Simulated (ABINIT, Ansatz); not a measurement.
# Lattice dynamics of Re (Rhenium) in two programs, part 2 of 4

How does Re (Rhenium) vibrate, and is this structure a minimum?

ABINIT 10.8.3; DFT PBEsol, scalar-relativistic, plane waves, PseudoDojo norm-conserving pseudopotentials.

So far. Step 3 (Relaxation): The volume changes by -1.0 % in this run and stands -1.0 % from the first cell. Step 4 (Self-consistent run for the response): The cell stands at -0.31 GPa: the relaxation ran with a smoothed and higher cutoff, and the difference is a stress of the finite basis. The relaxed cell has a = 2.750, c = 4.448 Å (conventional setting).

## Step 5: Linear response at Γ

At q = 0 one unit cell holds all displacements. The response is solved for single atoms along the cell's directions, and symmetry skips those that follow from others. The crystal is treated as a metal, which screens a static field, so no field response is asked.

File dfpt_gamma.abi:

```

# common to the responses
getwfk_filepath "gso_WFK"
kptopt 2
nqpt 1
qpt 0.0 0.0 0.0
asr 0
chneut 0

# displacements
rfphon 1
rfatpol 1 2
rfdir 1 1 1
tolvrs 1.0d-10
prtwf 0
prtpot 1

# basis, mesh and filling
ecut 30.0
ngkpt 12 12 6
nshiftk 1
shiftk 0.0 0.0 0.0
istwfk *1
occopt 7
tsmear 0.01
nband 23
nstep 100
diemac 1000000.0
prtebands 0
prtgsr 0

# cell and atoms
acell 3*1.0 Angstrom
rprim 
    2.749672119 0.0 0.0
    -1.374836059 2.381285907 0.0
    0.0 0.0 4.448113703
ntypat 1
znucl 75
natom 2
typat 1 1
xred 
    1/3 2/3 0.25
    2/3 1/3 0.75
pp_dirpath "./pseudo"
pseudos "Re.upf"
```

Started as:

```sh
OMP_NUM_THREADS=1 mpirun -n 16 abinit dfpt_gamma.abi > dfpt_gamma.log
```

Numbers of over 12 decimals in the logs are rounded to 6 here.

dfpt_gamma.abo, the main output file:

```text
[banners, grids, parts of the stress and lines that vanish by symmetry left out]
- input  file    -> dfpt_gamma.abi
- output file    -> dfpt_gamma.abo
- root for input  files -> dfpt_gammai
- root for output files -> dfpt_gammao

 Symmetries : space group P6_3/m m c (#194); Bravais hP (primitive hexag.)
================================================================================
 Values of the parameters that define the memory need of the present run (RF).
     intxc =       0      iscf =       7    lmnmax =       8     lnmax =       8
     mgfft =      45  mpssoang =       4    mqgrid =    3001     natom =       2
  nloc_mem =       1    nspden =       1   nspinor =       1    nsppol =       1
      nsym =      24    n1xccc =    2501    ntypat =       1    occopt =       7
   xclevel =       2
-    mband =          23        mffmem =           1         mkmem =          28
-   mkqmem =          28        mk1mem =          28           mpw =        1562
      nfft =       32805          nkpt =         436
- my_mband =          23
================================================================================
================================================================================

--------------------------------------------------------------------------------
------------- Echo of variables that govern the present computation ------------
--------------------------------------------------------------------------------
-
- outvars: echo of selected default values
-   iomode0 =  0 , fftalg0 =312 , wfoptalg0 =  0
-
- outvars: echo of global parameters not present in the input file
-  max_nthreads =    1
-
 -outvars: echo values of preprocessed input variables
 [... echo left out ...]
================================================================================

 chkinp: Checking input parameters for consistency.

[...]
== DATASET  1 ==================================================================
-   mpi_nproc: 16, omp_nthreads: 1 (-1 if OMP is not activated)

--- !DatasetInfo
iteration_state: {dtset: 1, }
dimensions: {natom: 2, nkpt: 436, mband: 23, nsppol: 1, nspinor: 1, nspden: 1, mpw: 1562, }
cutoff_energies: {ecut:  30.0, pawecutdg:  -1.0, }
electrons: {nelect:   3.00000000E+01, charge:   0.00000000E+00, occopt:   7.00000000E+00, tsmear:   1.00000000E-02, }
meta: {optdriver: 1, rfphon: 1, }
...

 mkfilename: getwfk from: gso_WFK

 Real(R)+Recip(G) space primitive vectors, cartesian coordinates (Bohr,Bohr^-1):
 R(1)=  5.1961272  0.0000000  0.0000000  G(1)=  0.1924510  0.1111116  0.0000000
 R(2)= -2.5980636  4.4999782  0.0000000  G(2)=  0.0000000  0.2222233  0.0000000
 R(3)=  0.0000000  0.0000000  8.4057167  G(3)=  0.0000000  0.0000000  0.1189667
 Unit cell volume ucvol=  1.9654633E+02 bohr^3
 Angles (23,13,12)=  9.00000000E+01  9.00000000E+01  1.20000000E+02 degrees
 setup1 : take into account q-point for computing boxcut.

 getcut: wavevector=  0.0000  0.0000  0.0000  ngfft=  27  27  45
         ecut(hartree)=     30.000   => boxcut(ratio)=   2.03140

--- Pseudopotential description ------------------------------------------------
- pspini: atom type   1  psp file is ./pseudo/Re.upf

   1.62901442E+03                                ecore*ucvol(ha*bohr**3)
--------------------------------------------------------------------------------

 ==>  initialize data related to q vector <==

 The list of irreducible perturbations for this q vector is:
    1)    idir= 1    ipert=   1
    2)    idir= 3    ipert=   1

[...]
The perturbation idir=   2  ipert=   1 is
 symmetric of a previously calculated perturbation.
 So, its SCF calculation is not needed.

 The perturbation idir=   1  ipert=   2 is
 symmetric of a previously calculated perturbation.
 So, its SCF calculation is not needed.

 The perturbation idir=   2  ipert=   2 is
 symmetric of a previously calculated perturbation.
 So, its SCF calculation is not needed.

 The perturbation idir=   3  ipert=   2 is
 symmetric of a previously calculated perturbation.
 So, its SCF calculation is not needed.

--------------------------------------------------------------------------------
 Perturbation wavevector (in red.coord.)   0.000000  0.000000  0.000000
 Perturbation : displacement of atom   1   along direction   1
 Found     2 symmetries that leave the perturbation invariant.

[...]
dfpt_looppert : total number of electrons, from k and k+q
  fully or partially occupied states are    3.000000E+01 and    3.000000E+01.
 Initialisation of the first-order wave-functions :
  ireadwf=   0

--- !BeginCycle
iteration_state: {dtset: 1, }
solver: {iscf: 7, nstep: 100, nline: 4, wfoptalg: 0, }
tolerances: {tolvrs: 1.00E-10, }
...

     iter   2DEtotal(Ha)        deltaE(Ha) residm    vres2
-ETOT  1   1.717239     -1.501E+03 1.917E+00 1.925E+02
 ETOT  2   1.306619     -4.106E-01 5.014E-02 1.081E+01
 ETOT  3   1.298746     -7.873E-03 1.155E-03 8.099E-02
 ETOT  4   1.298684     -6.187E-05 1.500E-04 1.848E-02
 ETOT  5   1.298710      2.570E-05 5.256E-06 1.071E-01
[...]
At SCF step    9       vres2   =  8.29E-12 < tolvrs=  1.00E-10 =>converged.
[...]
Mean square residual over all n,k,spin=   42.317E-14; max=  62.897E-11

 Thirteen components of 2nd-order total energy (hartree) are
 1,2,3: 0th-order hamiltonian combined with 1st-order wavefunctions
     kin0=   1.15427235E+03 eigvalue=   4.15759965E+01  local=  -6.50008185E+02
 4,5,6: 1st-order hamiltonian combined with 1st and 0th-order wfs
 loc psp =  -2.11494401E+03  Hartree=   4.82302816E+02     xc=  -9.17447195E+01
 note that "loc psp" includes a xc core correction that could be resolved
 7,8,9: eventually, occupation + non-local contributions
    edocc=   2.44431383E+02     enl0=   3.20189533E+02   enl1=  -8.87094334E+02
 1-9 gives the relaxation energy (to be shifted if some occ is /=2.0)
   erelax=  -1.50101917E+03
 10,11,12 Non-relaxation  contributions : frozen-wavefunctions and Ewald
 fr.local=   1.00446567E+03 fr.nonlo=   4.43684135E+02  Ewald=   1.85374156E+01
 13,14 Frozen wf xc core corrections (1) and (2)
 frxc 1  =  -1.29629938E+02  frxc 2 =   1.65260568E+02
 Resulting in :
 2DEtotal=    0.1298678582E+01 Ha. Also 2DEtotal=    0.353388445156E+02 eV
    (2DErelax=   -1.5010191692E+03 Ha. 2DEnonrelax=    1.5023178478E+03 Ha)
    (  non-var. 2DEtotal :    1.2986775054E+00 Ha)

[...]
Perturbation wavevector (in red.coord.)   0.000000  0.000000  0.000000
 Perturbation : displacement of atom   1   along direction   3
 Found     6 symmetries that leave the perturbation invariant.

--------------------------------------------------------------------------------

--------------------------------------------------------------------------------

 dfpt_looppert : total number of electrons, from k and k+q
  fully or partially occupied states are    3.000000E+01 and    3.000000E+01.
 Initialisation of the first-order wave-functions :
  ireadwf=   0

--- !BeginCycle
iteration_state: {dtset: 1, }
solver: {iscf: 7, nstep: 100, nline: 4, wfoptalg: 0, }
tolerances: {tolvrs: 1.00E-10, }
...

     iter   2DEtotal(Ha)        deltaE(Ha) residm    vres2
-ETOT  1   14.819927595187     -4.780E+03 5.193E+00 4.991E+04
[...]
ETOT  9   3.353530      1.628E-10 3.258E-08 1.217E-09
 ETOT 10   3.353530      2.365E-11 3.903E-09 5.706E-12

 At SCF step   10       vres2   =  5.71E-12 < tolvrs=  1.00E-10 =>converged.
[...]
Mean square residual over all n,k,spin=   20.111E-13; max=  39.031E-10

 Thirteen components of 2nd-order total energy (hartree) are
 1,2,3: 0th-order hamiltonian combined with 1st-order wavefunctions
     kin0=   3.11567206E+03 eigvalue=   7.41513714E+01  local=  -1.74995538E+03
 4,5,6: 1st-order hamiltonian combined with 1st and 0th-order wfs
 loc psp =  -7.25409643E+03  Hartree=   2.10244052E+03     xc=  -2.59686288E+02
 note that "loc psp" includes a xc core correction that could be resolved
 7,8,9: eventually, occupation + non-local contributions
    edocc=   6.58979051E+02     enl0=   8.49455569E+02   enl1=  -2.32801738E+03
 1-9 gives the relaxation energy (to be shifted if some occ is /=2.0)
   erelax=  -4.79105690E+03
 10,11,12 Non-relaxation  contributions : frozen-wavefunctions and Ewald
 fr.local=   2.61679958E+03 fr.nonlo=   1.16496327E+03  Ewald=   9.19407002E+02
 13,14 Frozen wf xc core corrections (1) and (2)
 frxc 1  =  -3.39198445E+02  frxc 2 =   4.32439030E+02
 Resulting in :
 2DEtotal=    0.3353530059E+01 Ha. Also 2DEtotal=    0.912542017196E+02 eV
    (2DErelax=   -4.7910569049E+03 Ha. 2DEnonrelax=    4.7944104349E+03 Ha)
    (  non-var. 2DEtotal :    3.3535298113E+00 Ha)

[...]
---- first-order wavefunction calculations are completed ----

 ==> Compute Derivative Database <==

 [... matrices left out ...]
  Phonon wavevector (reduced coordinates) :  0.00000  0.00000  0.00000
 Phonon energies in Hartree :
  -8.623339E-06  6.964215E-06  6.964215E-06  5.288969E-04  5.322572E-04
   5.322572E-04
 Phonon frequencies in cm-1    :
- -1.892604E+00  1.528468E+00  1.528469E+00  1.160795E+02  1.168170E+02
-  1.168170E+02

== END DATASET(S) ==============================================================
================================================================================

 -outvars: echo values of variables after computation
            acell      1.8897261259E+00  1.8897261259E+00  1.8897261259E+00 Bohr
           etotal      3.3535300589E+00
            fcart      0.0000000000E+00  0.0000000000E+00  0.0000000000E+00
           strten      0.0000000000E+00  0.0000000000E+00  0.0000000000E+00
================================================================================
```

The job ended after 38 s (16 MPI ranks of Arm Neoverse V1, shared host; 10 min of CPU time).

This step gave:

```
largest acoustic frequency at the zone centre before the sum rule : -1.89 cm⁻¹
highest optical zone-centre mode (no LO-TO term)                  : 116.8 cm⁻¹
lowest optical zone-centre mode                                   : 116.1 cm⁻¹
```

The acoustic modes at Γ come out as far as 1.9 cm⁻¹ from zero, where they should vanish, a small numerical error.

## Step 6: Phonons on a q mesh

Linear response treats each wavevector of the 3×3×2 mesh in the unit cell; the first-order potentials are kept for the electron-phonon matrix elements.

File dfpt_q.abi:

```
ndtset 5

# wavevectors
qpt1 0.3333333333 0.0 0.0
qpt2 0.3333333333 0.3333333333 0.0
qpt3 0.0 0.0 0.5
qpt4 0.3333333333 0.0 0.5
qpt5 0.3333333333 0.3333333333 0.5

# displacements
getwfk_filepath "gso_WFK"
getwfq_filepath "gso_WFK"
kptopt 3
nqpt 1
rfphon 1
rfatpol 1 2
rfdir 1 1 1
tolvrs 1.0d-10
prtwf 0
prtpot 1

# basis, mesh and filling
ecut 30.0
ngkpt 12 12 6
nshiftk 1
shiftk 0.0 0.0 0.0
istwfk *1
occopt 7
tsmear 0.01
nband 23
nstep 100
diemac 1000000.0
prtebands 0
prtgsr 0

# cell and atoms
acell 3*1.0 Angstrom
rprim 
    2.749672119 0.0 0.0
    -1.374836059 2.381285907 0.0
    0.0 0.0 4.448113703
ntypat 1
znucl 75
natom 2
typat 1 1
xred 
    1/3 2/3 0.25
    2/3 1/3 0.75
pp_dirpath "./pseudo"
pseudos "Re.upf"
```

Started as:

```sh
OMP_NUM_THREADS=1 mpirun -n 16 abinit dfpt_q.abi > dfpt_q.log
```

dfpt_q.abo, the main output file:

```text
[banners, grids, parts of the stress and lines that vanish by symmetry left out]
- input  file    -> dfpt_q.abi
- output file    -> dfpt_q.abo
- root for input  files -> dfpt_qi
[...]
DATASET    1 : space group P6_3/m m c (#194); Bravais hP (primitive hexag.)
[...]
nfft =       32805          nkpt =         864
[...]
DATASET    2 : space group P6_3/m m c (#194); Bravais hP (primitive hexag.)
[...]
nfft =       32805          nkpt =         864
[...]
DATASET    3 : space group P6_3/m m c (#194); Bravais hP (primitive hexag.)
[...]
nfft =       32805          nkpt =         864
[...]
DATASET    4 : space group P6_3/m m c (#194); Bravais hP (primitive hexag.)
[...]
nfft =       32805          nkpt =         864
[...]
DATASET    5 : space group P6_3/m m c (#194); Bravais hP (primitive hexag.)
[...]
nfft =       32805          nkpt =         864
[...]
== DATASET  1 ==================================================================
[...]
cutoff_energies: {ecut:  30.0, pawecutdg:  -1.0, }
[...]
Perturbation : displacement of atom   1   along direction   1
[...]
-ETOT  1   16.070209547739     -1.860E+03 2.346E+00 9.346E+04
 ETOT  2   75.389274121958      5.932E+01 5.752E+00 5.833E+05
 ETOT  3   6.003953     -6.939E+01 1.016E+00 5.869E+03
 ETOT  4   5.288677     -7.153E-01 1.132E+01 1.236E+02
 ETOT  5   5.253969     -3.471E-02 2.271E+00 1.589E+01
[...]
At SCF step   15       vres2   =  4.16E-11 < tolvrs=  1.00E-10 =>converged.
[...]
Perturbation : displacement of atom   1   along direction   2
[...]
-ETOT  1   2.861606     -1.546E+03 1.905E+00 2.303E+02
[...]
At SCF step   12       vres2   =  2.54E-12 < tolvrs=  1.00E-10 =>converged.
[...]
Perturbation : displacement of atom   1   along direction   3
[...]
-ETOT  1   13.405990277470     -4.412E+03 7.569E+00 1.156E+04
[...]
At SCF step   13       vres2   =  2.44E-11 < tolvrs=  1.00E-10 =>converged.
[...]
Phonon wavevector (reduced coordinates) :  0.33333  0.00000  0.00000
 Phonon energies in Hartree :
[...]
Phonon frequencies in cm-1    :
-  1.036174E+02  1.079557E+02  1.221031E+02  1.594245E+02  1.755816E+02
-  1.849882E+02
[...]
== DATASET  2 ==================================================================
[...]
cutoff_energies: {ecut:  30.0, pawecutdg:  -1.0, }
[...]
- 75.00000  15.00000  180301                  znucl, zion, pspdat
[...]
Perturbation : displacement of atom   1   along direction   1
[...]
-ETOT  1   7.402824     -1.780E+03 4.871E+00 4.542E+03
[...]
At SCF step   11       vres2   =  3.49E-12 < tolvrs=  1.00E-10 =>converged.
[...]
Perturbation : displacement of atom   1   along direction   3
[...]
-ETOT  1   6.567906     -4.314E+03 6.594E+00 1.006E+04
[...]
ETOT 10   3.047067     -3.984E-10 2.948E+00 8.742E-10
 ETOT 11   3.047067      1.164E-10 4.379E+00 2.783E-12
 At SCF step   11       vres2   =  2.78E-12 < tolvrs=  1.00E-10 =>converged.
[...]
Phonon wavevector (reduced coordinates) :  0.33333  0.33333  0.50000
 Phonon energies in Hartree :
[...]
Phonon frequencies in cm-1    :
-  5.509815E+01  5.509815E+01  1.610228E+02  1.610228E+02  1.966958E+02
-  1.966958E+02
[...]
strten3     0.0000000000E+00  0.0000000000E+00  0.0000000000E+00
           
================================================================================
```

The job ended after 15 min (16 MPI ranks; 3.9 h of CPU time).

This step gave:

```
lowest mode on the q mesh (acoustic ones at the zone centre apart) : 55.1 cm⁻¹
```

Frequencies (cm⁻¹) before the sum rule at the irreducible wavevectors but Γ, which is solved apart; negative means imaginary. Frequencies by wavevector:

| q (fractions) | star | mode 1 | mode 2 | mode 3 | mode 4 | mode 5 | mode 6 |
| --- | --- | --- | --- | --- | --- | --- | --- |
| 0.3333 0 0 | 6 | 103.6 | 108 | 122.1 | 159.4 | 175.6 | 185 |
| 0.3333 0.3333 0 | 2 | 128.3 | 156.5 | 156.5 | 160 | 193.9 | 193.9 |
| 0 0 0.5 | 1 | 83.14 | 83.14 | 83.14 | 83.14 | 167.9 | 167.9 |
| 0.3333 0 0.5 | 6 | 117.8 | 117.9 | 118.9 | 118.9 | 183.8 | 183.8 |
| 0.3333 0.3333 0.5 | 2 | 55.1 | 55.1 | 161 | 161 | 196.7 | 196.7 |

(Continued in part 3 of 4.)

[Host names and launcher messages were left out of these logs when they were recorded.]

[Logs are printed without paths, hosts, clocks, repeated set-up lines and the standing remarks that a program may print on its own settings, such as how far it seeks lower states.]

[Hosts, paths, dates, database ids (printed as entryN), source tags and the programs' standing remarks are cut or masked in the printed files.]
